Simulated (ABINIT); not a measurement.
**SrTiO3 (Tausonite): G0W0 with and without spin-orbit coupling**

Is the spin-orbit change of the gap of SrTiO3 (Tausonite) the same in DFT and in GW?

Program: ABINIT 10.8.3. Level of theory: PBE and many-body steps on it, plane waves. Results are calculated unless marked as measured.

**The experiments to reproduce.**

- Gap 3.77 eV: direct gap (M0 critical point); spectroscopic ellipsometry, second-derivative fit; 300 K; bulk crystal (commercial single crystal) (“Optical probe of ferroelectric order in bulk and thin film perovskite titanates”, 2013, arxiv:1309.1245).

Most raw output is cut from this account.

## (1) The starting structure

It takes space group Pm-3m (No. 221, cubic). The conventional cell has a = 3.905 Å, b = 3.905 Å, c = 3.905 Å, α = 90.00°, β = 90.00°, γ = 90.00°. Nearest to Sr lie 12 O at 2.76 Å. Nearest to Ti lie 6 O at 1.95 Å. Nearest to O lie 2 Ti at 1.95 Å and 4 Sr at 2.76 Å. Farther neighbours and most contacts between anions are not listed.

The cell and positions come from the Crystallography Open Database and are kept as given unless a step says otherwise.

## (2) Empty states on the mesh, 4×4×4 mesh, 79 bands

This step: ABINIT 10.8.3; DFT, PBE, plane waves, norm-conserving pseudopotentials.

The sums over transitions need many empty states on a uniform mesh; this step solves for them.

The input, run.abi:

```
acell 3*1.0 Angstrom
rprim 
  3.905280000000 0.000000000000 0.000000000000
  0.000000000000 3.905280000000 0.000000000000
  0.000000000000 0.000000000000 3.905280000000
ntypat 3
znucl 38 22 8
natom 5
typat 1 2 3 3 3
xred 
  0.500000000000 0.500000000000 0.500000000000
  0.000000000000 0.000000000000 0.000000000000
  0.500000000000 0.000000000000 0.000000000000
  0.000000000000 0.500000000000 0.000000000000
  0.000000000000 0.000000000000 0.500000000000
pp_dirpath "pseudos"
pseudos "Sr.upf, Ti.upf, O.upf"
ecut 38
ngkpt 4 4 4
nshiftk 1
shiftk 0 0 0
kptopt 1
chksymbreak 0
iscf -2
irdden 1
istwfk *1
nband 79
nbdbuf 6
tolwfr 1e-09
nstep 60
prtvol 0
indata_prefix "in"
outdata_prefix "out"
tmpdata_prefix "tmp"
```

The run is started by

```console
OMP_NUM_THREADS=1 mpirun -n 8 abinit run.abi > log
```

It took 23 s on 8 MPI ranks of Arm Neoverse V2, shared host; peak memory 0.57 GiB.

This step gave:

* gap: 1.908 eV
* k of the valence top: 0.5, 0.5, 0.5
* k of the conduction bottom: 0, 0, 0
* least direct gap: 2.263 eV
* k points computed: 10
* lowest point of the top converged band, above the valence top: 43.96 eV

On this mesh the gap is 1.908 eV.

The density comes from a self-consistent run that is not shown.

## (3) Screening, 4×4×4 mesh, 73 bands, screening to 119.7 eV

The RPA dielectric matrix is built and inverted for each q.

This step: RPA screening on PBE, plane waves, norm-conserving pseudopotentials.

run.abi, as its differences from that of step 2:

```diff
@@ -23,10 +23,11 @@
 chksymbreak 0
-iscf -2
-irdden 1
 istwfk *1
-nband 79
-nbdbuf 6
-tolwfr 1e-09
-nstep 60
-prtvol 0
+occopt 1
+irdwfk 1
+optdriver 3
+nband 73
+ecuteps 4.4
+inclvkb 0
+awtr 1
+symchi 1
 indata_prefix "in"
```

It took 15 s on 8 MPI ranks; peak memory 1.4 GiB; 2 min of CPU time.

Numbers from this step:

* ε∞ with local fields, on this mesh, along the program's q direction: 7.458
* the same without local fields: 7.901
* plasma frequency: 30.43 eV
* plane waves in the screening matrix: 179

Local fields lower ε∞ by 6 %. On a Γ-centred mesh this coarse the value itself is usually too large, while a short band sum pulls it down.

## (4) Scalar-relativistic

The self-energy is evaluated for the states that the input lists, and the levels follow from it, in one-shot runs by the linearised quasiparticle equation.

This step: G0W0 on PBE, plane waves, norm-conserving pseudopotentials.

run.abi, as its differences from that of step 3:

```diff
@@ -26,8 +26,17 @@
 irdwfk 1
-optdriver 3
+optdriver 4
 nband 73
+gwcalctyp 0
+ecutsigx 38
+symsigma 1
+nkptgw 2
+kptgw 
+  0.5000000000 0.5000000000 0.5000000000
+  0.0000000000 0.0000000000 0.0000000000
+bdgw 
+  18 23
+  18 23
 ecuteps 4.4
-inclvkb 0
-awtr 1
-symchi 1
+irdscr 1
+ppmodel 1
 indata_prefix "in"
```

It took 5.3 s on 8 MPI ranks; peak memory 1.6 GiB; 41 s of CPU time.

Numbers from this step:

```
G0W0 gap on the points computed              : 3.515 eV
starting gap on the mesh                     : 1.908 eV
k of the valence top                         : 0.5, 0.5, 0.5
k of the conduction bottom                   : 0, 0, 0
Z at the valence top                         : 0.771
Z at the conduction bottom                   : 0.785
least direct G0W0 gap on the computed points : 3.885 eV
```

The gap on the mesh goes from 1.91 eV to 3.51 eV, a correction of +1.61 eV.

## (5) Empty states on the mesh, 4×4×4 mesh, 160 bands

This step: DFT, PBE with spin-orbit coupling, plane waves, norm-conserving pseudopotentials.

run.abi, as its differences from that of step 4:

```diff
@@ -18,2 +18,3 @@
 ecut 38
+nspinor 2
 ngkpt 4 4 4
@@ -23,20 +24,10 @@
 chksymbreak 0
+iscf -2
+irdden 1
 istwfk *1
-occopt 1
-irdwfk 1
-optdriver 4
-nband 73
-gwcalctyp 0
-ecutsigx 38
-symsigma 1
-nkptgw 2
-kptgw 
-  0.5000000000 0.5000000000 0.5000000000
-  0.0000000000 0.0000000000 0.0000000000
-bdgw 
-  18 23
-  18 23
-ecuteps 4.4
-irdscr 1
-ppmodel 1
+nband 160
+nbdbuf 14
+tolwfr 1e-09
+nstep 60
+prtvol 0
 indata_prefix "in"
```

The job ended after 2.1 min (8 MPI ranks; peak memory 0.84 GiB).

This step gave:

```
gap                                                           : 1.874 eV
k of the valence top                                          : 0.5, 0.5, 0.5
k of the conduction bottom                                    : 0, 0, 0
least direct gap                                              : 2.214 eV
k points computed                                             : 10
lowest point of the top converged band, above the valence top : 43.95 eV
```

On this mesh the gap is 1.874 eV.

The density comes from a self-consistent run that is not shown, made with spin-orbit coupling and fully relativistic files.

## (6) Screening, 4×4×4 mesh, 146 bands, screening to 119.7 eV

This step: RPA screening on PBE with spin-orbit coupling, plane waves, norm-conserving pseudopotentials.

run.abi, as its differences from that of step 5:

```diff
@@ -24,10 +24,11 @@
 chksymbreak 0
-iscf -2
-irdden 1
 istwfk *1
-nband 160
-nbdbuf 14
-tolwfr 1e-09
-nstep 60
-prtvol 0
+occopt 1
+irdwfk 1
+optdriver 3
+nband 146
+ecuteps 4.4
+inclvkb 0
+awtr 1
+symchi 1
 indata_prefix "in"
```

It took 1.9 min on 8 MPI ranks; peak memory 3.8 GiB.

This step gave:

| Property | Result |
| --- | --- |
| ε∞ with local fields, on this mesh, along the program's q direction | 7.505 |
| the same without local fields | 7.950 |
| plasma frequency | 30.43 eV |
| plane waves in the screening matrix | 179 |

## (7) With spin-orbit coupling

This step: G0W0 on PBE with spin-orbit coupling, plane waves, norm-conserving pseudopotentials.

run.abi, as its differences from that of step 6:

```diff
@@ -27,8 +27,17 @@
 irdwfk 1
-optdriver 3
+optdriver 4
 nband 146
+gwcalctyp 0
+ecutsigx 38
+symsigma 0
+nkptgw 2
+kptgw 
+  0.5000000000 0.5000000000 0.5000000000
+  0.0000000000 0.0000000000 0.0000000000
+bdgw 
+  37 44
+  37 44
 ecuteps 4.4
-inclvkb 0
-awtr 1
-symchi 1
+irdscr 1
+ppmodel 1
 indata_prefix "in"
```

The job ended after 77 s (8 MPI ranks; peak memory 3 GiB).

This step gave:

```yaml
g0w0_gap_on_the_points_computed: 3.474 eV
starting_gap_on_the_mesh: 1.874 eV
k_of_the_valence_top: 0.5, 0.5, 0.5
k_of_the_conduction_bottom: 0, 0, 0
z_at_the_valence_top: 0.77
z_at_the_conduction_bottom: 0.785
least_direct_g0w0_gap_on_the_computed_points: 3.828 eV
```

Against G0W0 in ABINIT (4×4×4 mesh, 73 bands, screening to 119.7 eV, Godby-Needs plasmon pole), the gap moves by −0.041 eV.

## (8) Side by side

Times are wall times on 8 MPI ranks of Arm Neoverse V2, shared host, good to a factor of about two. A run's time includes the screening step that it read.

```tsv
run	mesh	bands	screening cutoff (eV)	DFT gap (eV)	gap on the mesh (eV)	direct (eV)	ε∞ used	time
scalar-relativistic	4×4×4	73	119.7	1.908	3.515	3.885	7.46	20 s
with spin-orbit coupling	4×4×4	146	119.7	1.874	3.474	3.828	7.51	3.2 min
```

## (9) Results

```yaml
scalar_relativistic: 3.515 eV
with_spin_orbit_coupling: 3.474 eV
known_limits: not at the basis limit; screening head approximate; no spin-orbit coupling in some runs; coarse k mesh
```

**Reading.** With spin-orbit coupling: −0.041 eV against scalar-relativistic, −0.033 eV of it in the start. Against experiment, by with spin-orbit coupling: the direct gap of 3.83 eV lies +0.06 eV from the measured 3.77 eV (direct, 300 K, 2013). An exciton line or allowed optical edge lies below the quasiparticle gap by the binding energy; a forbidden edge can push the onset above it. These are gaps on the mesh, at modest bands and cutoff. The calculation has static nuclei and no excitons; a measured gap holds zero-point and thermal motion, which mostly lowers it. Bands and cutoff are finite, so the gap is not at the basis limit. The miss can reach some tenths of an eV and take either sign; the mesh is an error of its own. In the first G0W0 run levels were corrected at 2 k points alone, so a gap called «on the mesh» is the least over those, and an edge elsewhere would be missed. The 4×4×4 mesh is coarse for this cell, which bears on the long-range parts of exchange and screening. This is the ideal cubic cell; many perovskites, halides above all, are cubic only on average, and local tilts or off-centring can widen the gap. The long-wavelength limit of the screening leaves out the non-local commutator, which shifts ε∞.

[Paths, hosts, dates, memory and timing lines, banners, echoed tables and standing remarks are left out of the program output.]

[Logs are printed without paths, hosts, clocks, repeated set-up lines and the standing remarks that a program may print on its own settings, such as how far it seeks lower states.]

[Runs of the session that timed out or met a known fault of the program may be left out.]

[No measured gap is set beside runs whose start may be inverted or whose files or cutoffs have a known fault.]

[Hosts, paths, dates, database ids (printed as entryN), source tags and the programs' standing remarks are cut or masked in the printed files.]

[G0W0 gaps are taken among the corrected bands and points alone; a level outside them can change the order at an edge.]

[Where Ansatz stands beside ABINIT at settings called matched, ABINIT's density can come from a denser mesh and the files from another edition; pairs whose starting gaps differed by over 0.03 eV were left out, so agreement reads better than it is.]
